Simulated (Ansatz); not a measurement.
# Ca2Si (Fm-3m): phonons and vibrational spectra, part 2 of 2

Aim: the vibrations of Ca2Si (Fm-3m), their spectra, and whether the structure is stable.

Ansatz 0.2.0; DFT LDA, scalar-relativistic, plane waves, PAW.

So far. Step 3 (Tight relaxation): The forces vanish by symmetry and the pressure is 0.002 GPa, within the tolerances set. The cell now holds 28.61 Å³/atom. Step 4 (Modes at Γ): Before it was imposed, the acoustic sum rule was missed by 4.2e-5 eV/Å² and the charge sum rule by 8.8e-4 e. Small misses are needed for a sound result but don't prove that mesh and cutoff are converged. The lowest optical mode is real, 195 cm⁻¹. The relaxed cell has a = 7.002 Å (conventional setting).

### Step 5. Response at finite wavevector (continued)

Interpolated from a 2×2×2 q mesh, with the LO-TO term (at Γ the limit along the path; where Γ stands inside the path, tables give the limit on arrival). The phonon branches at the labelled points (cm⁻¹):

```
    point  branch 1  branch 2  branch 3  branch 4  branch 5  branch 6  branch 7  branch 8  branch 9
        Γ         0         0         0       195       195       195       228       228       286
  halfway        78        78       149       155       180       180       228       228       276
        X        79       110       110       172       172       227       227       243       247
  halfway        81       113       114       170       176       225       227       241       244
        U        86       122       122       162       185       218       227       236       239
jump to K        86       122       122       162       185       218       227       236       239
  halfway        79       105       144       159       168       193       226       228       266
        Γ         0         0         0       195       195       195       228       228       286
  halfway        81        81       119       180       181       181       227       227       272
        L       115       115       149       167       167       191       223       223       249
  halfway       109       114       135       159       185       198       228       233       240
        W        86       104       151       151       185       223       230       230       236
  halfway        82       108       124       168       178       226       226       240       241
        X        79       110       110       172       172       227       227       243       247
```

Tetrahedra on a 16×16×16 mesh, mean over bins of 5 cm-1. Interpolated from a 2×2×2 q mesh. Phonon density of states against wavenumber; read off at these points:

wavenumber (cm⁻¹), phonon density of states (1/cm⁻¹/cell) and a bar:
```
        2      0.000 
       12      0.000 
       22      0.000 
       32      0.001 
       42      0.002 
       52      0.003 
       62      0.005 #
       72      0.008 #
       82      0.019 ##
       92      0.046 #####
      102      0.035 ####
      108      0.061 ######
      112      0.058 ######
      122      0.039 ####
      132      0.039 ####
      142      0.033 ###
      148      0.016 ##
      158      0.038 ####
      168      0.059 ######
      178      0.064 #######
      182      0.086 #########
      188      0.083 #########
      198      0.020 ##
      208      0.015 ##
      218      0.014 #
      228      0.292 ##############################
      238      0.035 ####
      248      0.034 ####
      258      0.022 ##
      268      0.016 ##
      278      0.009 #
      288      0.000
```

The partial phonon density of states has structure finer than the step of the table below, so its rows give means over 10 cm⁻¹, whole bins alone (the curve runs from -10 to 304 cm⁻¹). Peaks (cm⁻¹: height): Ca 94.7: 0.0452, 108.6: 0.0592, 132.3: 0.0386, 185.6: 0.0752, 227.1: 0.0785; Si 227.1: 0.166.

Phonopy on the run's constants, 15x15x15 mesh, Gaussian sigma 2.2 cm-1. Interpolated from a 2×2×2 q mesh. Partial phonon density of states against wavenumber; means over each step; values in 1/cm⁻¹/cell:

```
wavenumber (cm⁻¹)       Ca       Si
                0   6.3e-5   2.3e-5
               10   1.2e-6   4.0e-7
               20   4.6e-4   1.6e-4
               30   5.3e-4   1.8e-4
               40  0.00168   5.7e-4
               50  0.00174   5.5e-4
               60  0.00434  0.00135
               70  0.00492  0.00139
               80   0.0143  0.00246
               90   0.0356  0.00345
              100   0.0384  0.00378
              110   0.0527  0.00568
              120   0.0411  0.00586
              130   0.0321  0.00418
              140   0.0279  0.00333
              150   0.0206  0.00290
              160   0.0377  0.00616
              170   0.0486  0.00972
              180   0.0616   0.0139
              190   0.0523  0.00935
              200   0.0144  0.00496
              210  0.00948  0.00476
              220   0.0184   0.0298
              230   0.0510    0.104
              240   0.0127   0.0274
              250  0.00635   0.0226
              260  0.00526   0.0151
              270  0.00378   0.0104
              280  0.00196  0.00549
              290   1.7e-4   5.0e-4
```

Harmonic thermodynamic functions per atom, from the density of states. Interpolated from a 2×2×2 q mesh. Thermodynamic functions, by row:

| T (K) | F_vib (meV/atom) | S (J/mol-atom/K) | C_V (J/mol-atom/K) |
| --- | --- | --- | --- |
| 0 | 32.71 | 0 | 0 |
| 50 | 32.43 | 2.147 | 5.64 |
| 100 | 29.55 | 9.24 | 15.05 |
| 200 | 12.84 | 22.27 | 21.67 |
| 300 | -15.26 | 31.45 | 23.4 |
| 400 | -51.54 | 38.28 | 24.05 |
| 500 | -94.11 | 43.68 | 24.37 |
| 600 | -141.8 | 48.14 | 24.54 |
| 700 | -193.7 | 51.94 | 24.65 |
| 800 | -249.2 | 55.23 | 24.71 |
| 900 | -308 | 58.14 | 24.76 |
| 1000 | -369.7 | 60.76 | 24.8 |

Harmonic mean-square displacement, third of the trace. Interpolated from a 2×2×2 q mesh. Mean square displacements, by row:

| T (K) | Ca1 U_eq (Å²) | Ca2 U_eq (Å²) | Si3 U_eq (Å²) |
| --- | --- | --- | --- |
| 0 | 0.00301 | 0.00301 | 0.00309 |
| 100 | 0.00445 | 0.00445 | 0.00395 |
| 300 | 0.0109 | 0.0109 | 0.00857 |
| 600 | 0.02131 | 0.02131 | 0.01644 |

Symmetry leaves 3 wavevectors to solve. The lowest mode among them, the acoustic zeros apart, lies at q = (0, -0.5, -0.5) and is real, 79.3 cm⁻¹.

### Step 6. What came out

| Item | Value |
| --- | --- |
| space group after relaxation (within 0.01 Å) | Fm-3m |
| volume per atom | 28.6 Å³ |
| gap on the k-mesh | 0.401 eV |
| highest optical mode at the zone centre (no LO-TO term) | 228 cm⁻¹ |
| top of the zone-centre spectrum with the field | 286 cm⁻¹ |
| lowest optical zone-centre mode | 195 cm⁻¹ |
| mean high-frequency dielectric constant | 13.7 |
| mean static dielectric constant | 21.6 |
| largest Born charge (third of the trace) | -3.86 e |
| lowest mode on the q mesh (acoustic modes at Γ apart) | 79.3 cm⁻¹ |
| highest frequency on the path or at a solved wavevector | 286 cm⁻¹ |
| zero-point energy per atom | 32.7 meV |
| heat capacity at 300 K | 23.4 J/(mol atoms K) |
| vibrational entropy at 300 K | 31.4 J/(mol atoms K) |
| Debye temperature (second moment) | 342 K |
| imaginary modes on the 2×2×2 q mesh | none |

What this shows: The structure is a minimum as far as tested: no mode is imaginary at the 3 irreducible wavevectors of the 2×2×2 mesh, and the softest away from the acoustic zeros lies at 79 cm⁻¹. Without the field, the optical modes at Γ span 195 to 228 cm⁻¹. The highest mode in this list at Γ, 228.4 cm⁻¹, is mostly motion of Si (74 % of the kinetic energy). With the macroscopic field of the longitudinal modes the top of the zone-centre spectrum lies at 286 cm⁻¹, against 228 cm⁻¹ without it. Lattice motion raises the mean dielectric constant from 13.74 to 21.61. The strongest infrared line is at 228 cm⁻¹. Averaged over orientations, the strongest Raman line at 532 nm and 300 K is at 195 cm⁻¹. The tensors are the static, non-resonant ones, while 532 nm light (2.33 eV) lies above the computed gap. With the field response the log warns that the k mesh is coarse for the force constants too, so the frequencies may not be converged. The program warns that the interpolation holds no quadrupole term, so branches close to Γ can be off in this crystal. These are harmonic frequencies at zero temperature: anharmonic shifts, linewidths and thermal expansion are left out.

[Logs are printed without paths, hosts, clocks, repeated set-up lines and the standing remarks that a program may print on its own settings, such as how far it seeks lower states.]

[Hosts, paths, dates, database ids (printed as entryN), source tags and the programs' standing remarks are cut or masked in the printed files.]
